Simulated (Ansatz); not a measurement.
**How well the gap of Ag3AuSe2 (I4_132) can be computed**

The study climbs from cheap functionals to G0W0 on Ag3AuSe2 (I4_132) and then asks what each convergence step is worth.

Calculated with Ansatz 0.2.0; density functionals, hybrids, G0W0, plane waves, PAW.

In doubt: one-shot GW on d or f shells is unsure (steps 6, 7), so the values of those runs are not to be relied on.

## 1. Set-up

The structure is cubic, space group I4_132 (No. 214). The conventional cell has a = 9.950 Å, b = 9.950 Å, c = 9.950 Å, α = 90.00°, β = 90.00°, γ = 90.00°. Nearest to Ag lie 4 Se at 2.74 to 2.87 Å and 2 Au at 3.01 Å and 2 Ag at 3.01 Å. Nearest to Se lie 1 Au at 2.48 Å and 6 Ag at 2.74 to 2.87 Å. Nearest to Au lie 2 Se at 2.48 Å. Farther neighbours and most contacts between anions are not listed.

Geometry: measured cell, ions relaxed with r2SCAN. The runs that relaxed it are not among those shown. Spin-orbit coupling is left out unless a step names it. The default PAW set here is soft_2. Its files were made with PBE.

## 2. r2SCAN bands

The cheap functional maps the bands first; the places of the edges decide which points the dearer methods must see.

This step: DFT, r2SCAN, plane waves, PAW.

input.yaml

```yaml
crystal:
  lattice:
    - [-4.975, 4.975, 4.975]
    - [4.975, -4.975, 4.975]
    - [4.975, 4.975, -4.975]
  atoms:
    - { symbol: Ag, position: [0.25, 0.6207106707, 0.3707106707] }
    - { symbol: Ag, position: [0.6207106707, 0.75, 0.3707106707] }
    - { symbol: Ag, position: [0.75, 0.8792893293, 0.1292893293] }
    - { symbol: Ag, position: [0.8792893293, 0.25, 0.1292893293] }
    - { symbol: Ag, position: [0.3707106707, 0.25, 0.6207106707] }
    - { symbol: Ag, position: [0.3707106707, 0.6207106707, 0.75] }
    - { symbol: Ag, position: [0.1292893293, 0.75, 0.8792893293] }
    - { symbol: Ag, position: [0.1292893293, 0.8792893293, 0.25] }
    - { symbol: Ag, position: [0.25, 0.1292893293, 0.8792893293] }
    - { symbol: Ag, position: [0.6207106707, 0.3707106707, 0.25] }
    - { symbol: Ag, position: [0.75, 0.3707106707, 0.6207106707] }
    - { symbol: Ag, position: [0.8792893293, 0.1292893293, 0.75] }
    - { symbol: Se, position: [0.5378148057, 0.5378148057, 0.5378148057] }
    - { symbol: Se, position: [0.5378148057, 0.5, 0.0] }
    - { symbol: Se, position: [0.5, 0.0, 0.9621851943] }
    - { symbol: Se, position: [0.0, 0.5378148057, 0.5] }
    - { symbol: Se, position: [0.9621851943, 0.5, 0.0] }
    - { symbol: Se, position: [0.9621851943, 0.9621851943, 0.9621851943] }
    - { symbol: Se, position: [0.0, 0.9621851943, 0.5] }
    - { symbol: Se, position: [0.5, 0.0, 0.5378148057] }
    - { symbol: Au, position: [0.25, 0.25, 0.25] }
    - { symbol: Au, position: [0.25, 0.5, 0.0] }
    - { symbol: Au, position: [0.5, 0.0, 0.25] }
    - { symbol: Au, position: [0.0, 0.25, 0.5] }
kpoints:
  mp_grid: { grid: [4, 4, 4] }
  band_path:
    path:
      - [[0.0, 0.0, 0.0], [0.5, -0.5, 0.5], [0.0, 0.0, 0.5], [0.0, 0.0, 0.0], [0.25, 0.25, 0.25], [0.5, -0.5, 0.5]]
      - [[0.25, 0.25, 0.25], [0.0, 0.0, 0.5]]
    npoints: 10
hamiltonian:
  xc: r2scan
scf:
  occupations: { method: fermi_dirac, width: 0.02 }
  n_extra_bands: 12
output:
  eigenvalues: true
```

Run with:

```console
ansatz run input.yaml --threads 16 --pin off --max-ram 82944MiB --backend cuda --events-out ev --progress --plain --runs-dir out --devices 1 --max-vram 78GiB
```

Numbers of over 12 decimals in the logs are rounded to 6 here.

Log:

```text
scf.n_extra_bands = 12 over 216 filled bands (N_el = 432.0): the run solves 228 bands
GPUs: using 1 of 1 available (devices: 1).
Engine: ansatz 0.2.0, aarch64-unknown-linux-gnu
Pseudopotentials: kind: paw
Pseudopotential: Ag, paw, valence charge 19, recommended cutoff 500 eV (meta_gga), Ag.paw.azcp
Pseudopotential: Se, paw, valence charge 16, recommended cutoff 500 eV (meta_gga), Se.paw.azcp
Pseudopotential: Au, paw, valence charge 19, recommended cutoff 500 eV (meta_gga), Au.paw.azcp
Functional definition: r2SCAN
  parameter k0 = 0.174
  parameter k1 = 0.065
  parameter a1 = 4.9479
  exchange = r2scan_x(k0 = k0, k1 = k1, a1 = a1)
  correlation = r2scan_c
[...]
Crystal: 24 atoms, lattice volume = 492.537 Å³
Basis set: ecut = 500 eV, 12527 PW (Γ), exchange–correlation on 256×256×256 points (64 copies of the dense FFT grid, shifted against one another)
Bands: 228, of which v1, the nominal top of the filled ones, is band 216 counted from 1 (215 counted from 0)
Symmetry: 24 space group operations
Space group: I4132 (ITA 214), of the structure as read, at distance tolerance 7.9e-5 Å
k-points: 8 of 64
Non-local potential: Ag, projectors of the file, l = 0: 3, l = 1: 2, l = 2: 2, l = 3: 1
Non-local potential: Se, projectors of the file, l = 0: 2, l = 1: 2, l = 2: 3, l = 3: 1
Non-local potential: Au, projectors of the file, l = 0: 3, l = 1: 2, l = 2: 2, l = 3: 1
PAW form: soft (Blöchl's): semilocal exchange-correlation on the pseudo side does not see the compensation charge
PAW frozen core: Ag, regenerated for the run's functional (the file was generated under x = pbe(κ = 0.804, μ = 0.219515), c = pbe(β = 0.066725))
PAW frozen core: Se, regenerated for the run's functional (the file was generated under x = pbe(κ = 0.804, μ = 0.219515), c = pbe(β = 0.066725))
PAW frozen core: Au, regenerated for the run's functional (the file was generated under x = pbe(κ = 0.804, μ = 0.219515), c = pbe(β = 0.066725))
PAW one-centre angular grid: Ag, 590 points (default); XC on 160 Gauss nodes
PAW one-centre angular grid: Se, 590 points (default); XC on 160 Gauss nodes
PAW one-centre angular grid: Au, 590 points (default); XC on 160 Gauss nodes
Initial density: superposition of atomic densities (neutral atoms: chi_scale 0, normalization atom), corrected by the library's trained network
Initial wavefunctions: pseudopotential atomic-orbital guess
[...]
Functional: x = r2scan, c = r2scan; τ floored in thin density (d = 2e-4 eV/Å³)
SCF iter   1: F=—  HF=-187729.918737 eV  |F-HF|=—  |Δ(HF+E_count)|=         —  Δρ=1.10e-2  dr2=5.77e-1  dr2_τ=1.07e-1  ethr=1.77e-3  ⟨swp⟩=5.2  Hψ=5976  notcnv=0
preconditioner: auto → Resta (q_TF=auto, 2.669 Å⁻¹)  ε∞=13.0  [insulator: Δε(μ)=0.470 eV  Ē_g=7.230 eV  σ=0.020 eV  W_gap=1.00  n_scr=140 (ndim 8)  ℏωp=25.0 eV  f_vac=0.058  D(μ)=0.00/eV (n_scr^D=0)  ε∞_Penn≈13.0]
SCF iter   2: F=—  HF=-187729.857040 eV  |F-HF|=—  |Δ(HF+E_count)|=   6.17e-2  Δρ=5.19e-3  dr2=1.14e-1  dr2_τ=1.53e-2  ethr=1.34e-4  ⟨swp⟩=2.0  Hψ=3080  notcnv=0  defer=32
SCF iter   3: F=—  HF=-187729.869492 eV  |F-HF|=—  |Δ(HF+E_count)|=   1.25e-2  Δρ=1.99e-3  dr2=2.35e-2  dr2_τ=7.04e-4  ethr=2.64e-5  ⟨swp⟩=2.0  Hψ=2615  notcnv=0  defer=32
SCF iter   4: F=—  HF=-187729.874887 eV  |F-HF|=—  |Δ(HF+E_count)|=   5.39e-3  Δρ=4.66e-4  dr2=9.45e-4  dr2_τ=1.67e-4  ethr=5.43e-6  ⟨swp⟩=2.0  Hψ=2752  notcnv=0  defer=32
SCF iter   5: F=—  HF=-187729.863992 eV  |F-HF|=—  |Δ(HF+E_count)|=   1.09e-2  Δρ=2.14e-4  dr2=2.88e-4  dr2_τ=1.32e-5  ethr=2.19e-7  ⟨swp⟩=2.0  Hψ=3390  notcnv=0  defer=32
SCF iter   6: F=—  HF=-187729.864025 eV  |F-HF|=—  |Δ(HF+E_count)|=   3.28e-5  Δρ=8.44e-5  dr2=4.77e-5  dr2_τ=1.65e-6  ethr=6.67e-8  ⟨swp⟩=2.0  Hψ=2688  notcnv=0  defer=32
SCF iter   7: F=—  HF=-187729.869613 eV  |F-HF|=—  |Δ(HF+E_count)|=   5.59e-3  Δρ=2.60e-5  dr2=6.79e-6  dr2_τ=4.17e-7  ethr=1.10e-8  ⟨swp⟩=2.9  Hψ=3398  notcnv=0  defer=32
SCF iter   8: F=—  HF=-187729.869613 eV  |F-HF|=—  |Δ(HF+E_count)|=   1.70e-7  Δρ=1.03e-5  dr2=1.08e-6  dr2_τ=3.02e-8  ethr=1.57e-9  ⟨swp⟩=2.0  Hψ=3008  notcnv=0  defer=32
[...]
SCF 1 converged in 9 iterations: F = -187729.869613 eV  dr2 = 5.95e-8
[...]
SCF converged after 9 iterations
[...]
k-point 2: bands = ["-94.5913", "-94.5913", "-94.5912", "-94.5912", "-81.0441", "-81.0440", "-81.0433", "-81.0432", "-81.0429", "-81.0424", "-81.0417", "-81.0413", "-81.0409", "-81.0408", "-81.0402", "-81.0400", "-45.6580", "-45.6579", "-45.6578", "-45.6578", "-45.3638", "-45.3637", "-45.3630", "-45.3615", "-45.3592", "-45.3578", "-45.3570", "-45.3569", "-43.7198", "-43.7166", "-43.7156", "-43.7154", "-43.7154", "- [...]
  k-point 7: bands = ["-94.5913", "-94.5913", "-94.5913", "-94.5912", "-81.0437", "-81.0437", "-81.0437", "-81.0432", "-81.0432", "-81.0432", "-81.0410", "-81.0410", "-81.0410", "-81.0405", "-81.0405", "-81.0405", "-45.6580", "-45.6578", "-45.6578", "-45.6578", "-45.3638", "-45.3638", "-45.3638", "-45.3594", "-45.3594", "-45.3594", "-45.3568", "-45.3568", "-43.7202", "-43.7202", "-43.7197", "-43.7083", "-43.7083", "- [...]
```

Wall time 5.6 s (1 × NVIDIA GB200 (shared by 2 runs) with 16 threads of Arm Neoverse V2, shared host); peak memory 2.1 GiB; 45 s of CPU time.

In the SCF lines HF is the Harris–Foulkes energy and dr2 the Hartree energy of the density residual, in eV; the loop may stop once dr2 is under the threshold and the program's other checks hold. Hψ counts applications of the Hamiltonian.

This step gave:

| Property | Result |
| --- | --- |
| filled bands | 216 |
| gap | 0.4697 eV |
| valence top at | Γ |
| conduction bottom at | Γ |
| least direct gap | 0.4697 eV |

The gap is direct, at Γ.

The electronic bands at the labelled points (eV, zero at the top of the highest nominally filled band):

```tsv
point	band 213	band 214	band 215	band 216	band 217	band 218	band 219	band 220
Γ	-0.28	-0.28	0.00	0.00	0.47	0.84	0.84	1.23
halfway	-0.85	-0.48	-0.40	-0.28	1.03	1.95	2.14	2.19
H	-0.84	-0.72	-0.72	-0.72	2.10	2.10	2.10	2.64
halfway	-0.75	-0.69	-0.43	-0.40	1.56	2.24	2.30	2.58
N	-0.54	-0.43	-0.27	-0.06	1.31	1.88	2.30	2.35
halfway	-0.46	-0.31	-0.25	-0.03	0.97	1.29	1.59	1.78
Γ	-0.28	-0.28	0.00	0.00	0.47	0.84	0.84	1.23
halfway	-0.53	-0.43	-0.20	-0.17	1.20	1.57	1.75	2.02
P	-0.56	-0.56	-0.49	-0.49	2.11	2.11	2.82	2.82
halfway	-0.75	-0.71	-0.57	-0.15	1.67	2.17	2.29	2.58
H	-0.84	-0.72	-0.72	-0.72	2.10	2.10	2.10	2.64
jump to P	-0.56	-0.56	-0.49	-0.49	2.11	2.11	2.82	2.82
halfway	-0.64	-0.59	-0.38	-0.20	1.65	2.08	2.49	2.53
N	-0.54	-0.43	-0.27	-0.06	1.31	1.88	2.30	2.35
```

## 3. r2SCAN+SOC

The many-body steps leave out spin-orbit coupling, so its effect is taken from a two-component run, with twice the bands.

This step: DFT, r2SCAN with spin-orbit coupling, plane waves, PAW.

input.yaml, as its differences from that of step 2:

```diff
@@ -34,5 +34,7 @@
     path:
-      - [[0.0, 0.0, 0.0], [0.5, -0.5, 0.5], [0.0, 0.0, 0.5], [0.0, 0.0, 0.0], [0.25, 0.25, 0.25], [0.5, -0.5, 0.5]]
-      - [[0.25, 0.25, 0.25], [0.0, 0.0, 0.5]]
-    npoints: 10
+      - [0.0, 0.0, 0.0]
+      - [0.5, -0.5, 0.5]
+      - [0.0, 0.0, 0.5]
+      - [0.25, 0.25, 0.25]
+    npoints: 1
 hamiltonian:
@@ -41,3 +43,6 @@
   occupations: { method: fermi_dirac, width: 0.02 }
-  n_extra_bands: 12
+  n_extra_bands: 24
+magnetization:
+  noncollinear: true
+  spin_orbit: true
 output:
```

Log:

```text
[...]
GPUs: using 1 of 1 available (devices: 1).
[...]
non-collinear run that drives no moment, with spin-orbit: no starting moment large enough to seed its density (crystal.atoms[].spin), no starting occupations that ask for one, no magnetisation constraint and no magnetic field, so the semilocal B_xc is pinned to zero
[...]
Crystal: 24 atoms, lattice volume = 492.537 Å³
[...]
SCF iter   3: F=—  HF=-187511.819148 eV  |F-HF|=—  |Δ(HF+E_count)|=    2.34e0  Δρ=1.53e-2  dr2=2.27e0  dr2_τ=8.12e-3  dr2_m=0.00e0 (ungated)  ethr=3.10e-3  |M|=0.00e0 ∫|m|=0.00e0 μB  |m|>n=0.0e0 m-floor=0.0e0 τ_xc=0.0e0  β_m=0.62  ⟨swp⟩=2.0  Hψ=5013  notcnv=0  defer=138
[...]
SCF 1 converged in 11 iterations: F = -187511.398823 eV  dr2 = 5.90e-8
[...]
SCF converged after 11 iterations
[...]
```

It took 7 s on 1 × NVIDIA GB200 (shared by 2 runs) with 16 threads; peak memory 3 GiB.

This step gave:

```
gap                  : 0.4924 eV
valence top at       : Γ
conduction bottom at : Γ
least direct gap     : 0.4924 eV
```

The gap stands +0.02 eV against r2SCAN.

## 4. HSE06

HSE06 mixes in a quarter of exact exchange at short range. Exchange couples all pairs of k points, which makes a full band path dear, so levels are read on the mesh and at chosen points.

This step: DFT, HSE06, plane waves, PAW.

input.yaml, as its differences from that of step 3:

```diff
@@ -31,3 +31,3 @@
 kpoints:
-  mp_grid: { grid: [4, 4, 4] }
+  mp_grid: { grid: [2, 2, 2] }
   band_path:
@@ -40,9 +40,6 @@
 hamiltonian:
-  xc: r2scan
+  xc: hse06
 scf:
-  occupations: { method: fermi_dirac, width: 0.02 }
-  n_extra_bands: 24
-magnetization:
-  noncollinear: true
-  spin_orbit: true
+  occupations: { method: fixed }
+  n_extra_bands: 12
 output:
```

Log:

```text
[...]
GPUs: using 1 of 1 available (devices: 1).
[...]
davidson cushion auto → on  (no smearing: the cushion is to keep the highest requested band from converging to the state above it; pin scf.eigensolver.cushion to override)
[...]
Crystal: 24 atoms, lattice volume = 492.537 Å³
Basis set: ecut = 420 eV, 9693 PW (Γ)
Bands: 228, of which v1, the nominal top of the filled ones, is band 216 counted from 1 (215 counted from 0)
Symmetry: 24 space group operations
[...]
k-points: 3 of 8
[...]
SCF iter   7: F=-187437.918347 eV  HF=-187437.918346 eV  |F-HF|=2.59e-7  |Δ(HF+E_count)|=   1.66e-6  Δρ=9.51e-6  dr2=2.20e-7  ethr=1.09e-9  ⟨swp⟩=3.0  Hψ=1856  notcnv=0
SCF 1 stopped early in 7 iterations: F = -187437.918347 eV  dr2 = 2.20e-7
[...]
hybrid outer 1: dexx = +1.992e-1 eV, tail = 9.42e-4 eV
[...]
SCF 3 converged in 5 iterations: F = -187502.259023 eV  dr2 = 7.24e-8
hybrid outer 2: dexx = +1.880e-5 eV, tail = 5.43e-7 eV, Δε = 2.03e-3 eV (about 6.42e-5 eV left of the loop's levels)
[...]
```

Elapsed: 18 s, on 1 × NVIDIA GB200 (shared by 2 runs) with 16 threads; peak memory 2.7 GiB; 2.7 min of CPU time.

Numbers from this step:

| Property | Result |
| --- | --- |
| gap | 0.9514 eV |
| valence top at | Γ |
| conduction bottom at | Γ |
| least direct gap | 0.9514 eV |

The gap stands +0.48 eV against r2SCAN.

## 5. HSE06+SOC

This step: DFT, HSE06 with spin-orbit coupling, plane waves, PAW.

input.yaml, as its differences from that of step 4:

```diff
@@ -42,4 +42,7 @@
 scf:
-  occupations: { method: fixed }
-  n_extra_bands: 12
+  occupations: { method: fermi_dirac, width: 0.02 }
+  n_extra_bands: 24
+magnetization:
+  noncollinear: true
+  spin_orbit: true
 output:
```

Log:

```text
[...]
GPUs: using 1 of 1 available (devices: 1).
[...]
Crystal: 24 atoms, lattice volume = 492.537 Å³
Basis set: ecut = 420 eV, 9693 PW (Γ)
Bands: 456, of which v1, the nominal top of the filled ones, is band 432 counted from 1 (431 counted from 0)
Symmetry: 24 space group operations + 24 with time reversal
[...]
k-points: 3 of 8
Projection manifold: j_resolved (fully-relativistic pseudo-atomic orbitals)
[...]
SCF iter   3: F=—  HF=-187617.613759 eV  |F-HF|=—  |Δ(HF+E_count)|=    1.12e1  Δρ=1.78e-2  dr2=1.86e0  dr2_m=0.00e0 (ungated)  ethr=5.83e-4  |M|=0.00e0 ∫|m|=0.00e0 μB  |m|>n=0.0e0 m-floor=0.0e0 τ_xc=0.0e0  β_m=0.29  ⟨swp⟩=6.7  Hψ=6335  notcnv=0  defer=14
[...]
SCF 1 converged in 12 iterations: F = -187617.243268 eV  dr2 = 4.53e-10
[...]
hybrid outer 1: dexx = +2.087e-1 eV, tail = 9.41e-4 eV
[...]
SCF 3 converged in 6 iterations: F = -187537.979825 eV  dr2 = 2.50e-8
[...]
```

Run time: 74 s. Hardware: 1 × NVIDIA GB200 (shared by 2 runs) with 16 threads; peak memory 7.3 GiB; 12 min of CPU time.

Numbers from this step:

- gap: 0.9704 eV
- valence top at: Γ
- conduction bottom at: Γ
- least direct gap: 0.9704 eV

The gap stands +0.02 eV against HSE06.

## 6. G0W0, 2×2×2 mesh, 800 empty bands, screening to 80 eV, hard PAW files

Now the one-shot GW correction: screening in the RPA, then the self-energy of the levels asked for. This step takes hard PAW files.

This step: G0W0 on r2SCAN, plane waves, PAW.

input.yaml, as its differences from that of step 5:

```diff
@@ -32,18 +32,12 @@
   mp_grid: { grid: [2, 2, 2] }
-  band_path:
-    path:
-      - [0.0, 0.0, 0.0]
-      - [0.5, -0.5, 0.5]
-      - [0.0, 0.0, 0.5]
-      - [0.25, 0.25, 0.25]
-    npoints: 1
 hamiltonian:
-  xc: hse06
+  xc: r2scan
+  pseudopotentials: { kind: paw, source: ansatz }
 scf:
-  occupations: { method: fermi_dirac, width: 0.02 }
-  n_extra_bands: 24
-magnetization:
-  noncollinear: true
-  spin_orbit: true
-output:
-  eigenvalues: true
+  occupations: { method: fixed }
+gw:
+  n_empty_bands: 800
+  ecut_chi: 80.0
+  qp_bands: [v4, c4]
+  qp_kpoints: band_edges
+  screening: { model: contour_deformation }
```

Log:

```text
GPUs: using 1 of 1 available (devices: 1).
[...]
Crystal: 24 atoms, lattice volume = 492.537 Å³
Basis set: ecut = 930 eV, 31677 PW (Γ), exchange–correlation on 432×432×432 points (64 copies of the dense FFT grid, shifted against one another)
Bands: 260, of which v1, the nominal top of the filled ones, is band 216 counted from 1 (215 counted from 0)
Symmetry: 24 space group operations
[...]
k-points: 3 of 8
[...]
0   219     14.6301   -10.7825    -3.0626   -13.8841  0.7758    14.6692    14.6692  root
     0   220     15.0269   -11.9467    -3.4408   -15.5494  0.7718    15.1897    15.1887  root
[...]
2   217     15.8998   -10.9248    -3.3809   -14.4215  0.7679    16.0161    16.0156  root
     2   218     15.8998   -10.9248    -3.3809   -14.4215  0.7679    16.0161    16.0156  root
     2   219     15.8998   -10.9248    -3.3809   -14.4215  0.7679    16.0161    16.0156  root
     2   220     16.4440   -12.3409    -3.5075   -16.0839  0.7586    16.6819    16.6794  root
[key lines of the parts left out:]
SCF converged after 11 iterations
```

The job ended after 16 s (1 × NVIDIA GB200 (shared by 2 runs) with 16 threads; peak memory 9.3 GiB; 46 s of CPU time).

This step gave:

```yaml
bands_summed: 1016
rpa_eps_infinity_on_this_mesh_eigenvalues: 23.04, 23.04, 23.04
plane_waves_in_the_screening_matrix: 791
g0w0_gap_on_the_mesh: 0.6053 eV
k_of_the_valence_top: 0, 0, 0
k_of_the_conduction_bottom: 0, 0, 0
starting_gap_on_the_mesh: 0.4610 eV
least_direct_g0w0_gap_on_the_computed_points: 0.6053 eV
```

The gap on the mesh goes from 0.46 eV to 0.61 eV, a correction of +0.14 eV. Between the two edge states, bare exchange in place of the xc potential would open the gap by 6.12 eV, and correlation takes back 5.98 eV.

## 7. G0W0, 2×2×2 mesh, 1470 empty bands, screening to 120 eV, hard PAW files

Another rung: the empty bands reach about as high as the screening cutoff, so the two stay in balance.

input.yaml, as its differences from that of step 6:

```diff
@@ -38,4 +38,4 @@
 gw:
-  n_empty_bands: 800
-  ecut_chi: 80.0
+  n_empty_bands: 1470
+  ecut_chi: 120.0
   qp_bands: [v4, c4]
```

Log:

```text
GPUs: using 1 of 1 available (devices: 1).
[...]
Crystal: 24 atoms, lattice volume = 492.537 Å³
Basis set: ecut = 930 eV, 31677 PW (Γ), exchange–correlation on 432×432×432 points (64 copies of the dense FFT grid, shifted against one another)
Bands: 260, of which v1, the nominal top of the filled ones, is band 216 counted from 1 (215 counted from 0)
Symmetry: 24 space group operations
[...]
k-points: 3 of 8
[...]
0   219     14.6301   -10.7825    -3.1934   -13.8841  0.7750    14.5386    14.5382  root
     0   220     15.0269   -11.9467    -3.6017   -15.5494  0.7708    15.0278    15.0278  root
[...]
2   217     15.8998   -10.9248    -3.5321   -14.4215  0.7670    15.8644    15.8643  root
     2   218     15.8998   -10.9248    -3.5321   -14.4215  0.7670    15.8644    15.8643  root
     2   219     15.8998   -10.9248    -3.5321   -14.4215  0.7670    15.8644    15.8643  root
     2   220     16.4440   -12.3409    -3.6751   -16.0839  0.7574    16.5120    16.5117  root
[key lines of the parts left out:]
SCF converged after 11 iterations
```

Elapsed: 30 s, on 1 × NVIDIA GB200 (shared by 2 runs) with 16 threads; peak memory 12 GiB; 80 s of CPU time.

Numbers from this step:

```
bands summed                                 : 1686
RPA ε∞ on this mesh (eigenvalues)            : 22.97, 22.97, 22.97
plane waves in the screening matrix          : 1481
G0W0 gap on the mesh                         : 0.6320 eV
k of the valence top                         : 0, 0, 0
k of the conduction bottom                   : 0, 0, 0
starting gap on the mesh                     : 0.4610 eV
least direct G0W0 gap on the computed points : 0.6320 eV
```

Against the run with 2×2×2 mesh, 800 empty bands, screening to 80 eV, hard PAW files, the gap moves by +0.03 eV.

(Part 1 of 2 ends here.)

[Paths, hosts, dates, memory and timing lines, banners, echoed tables and standing remarks are left out of the program output.]

[Logs are printed without paths, hosts, clocks, repeated set-up lines and the standing remarks that a program may print on its own settings, such as how far it seeks lower states.]

[Runs of the session that timed out or met a known fault of the program may be left out.]

[Cells called generated may have been cut or substituted from an entry of the Crystallography Open Database or the Materials Project.]

[Hosts, paths, dates, database ids (printed as entryN), source tags and the programs' standing remarks are cut or masked in the printed files.]
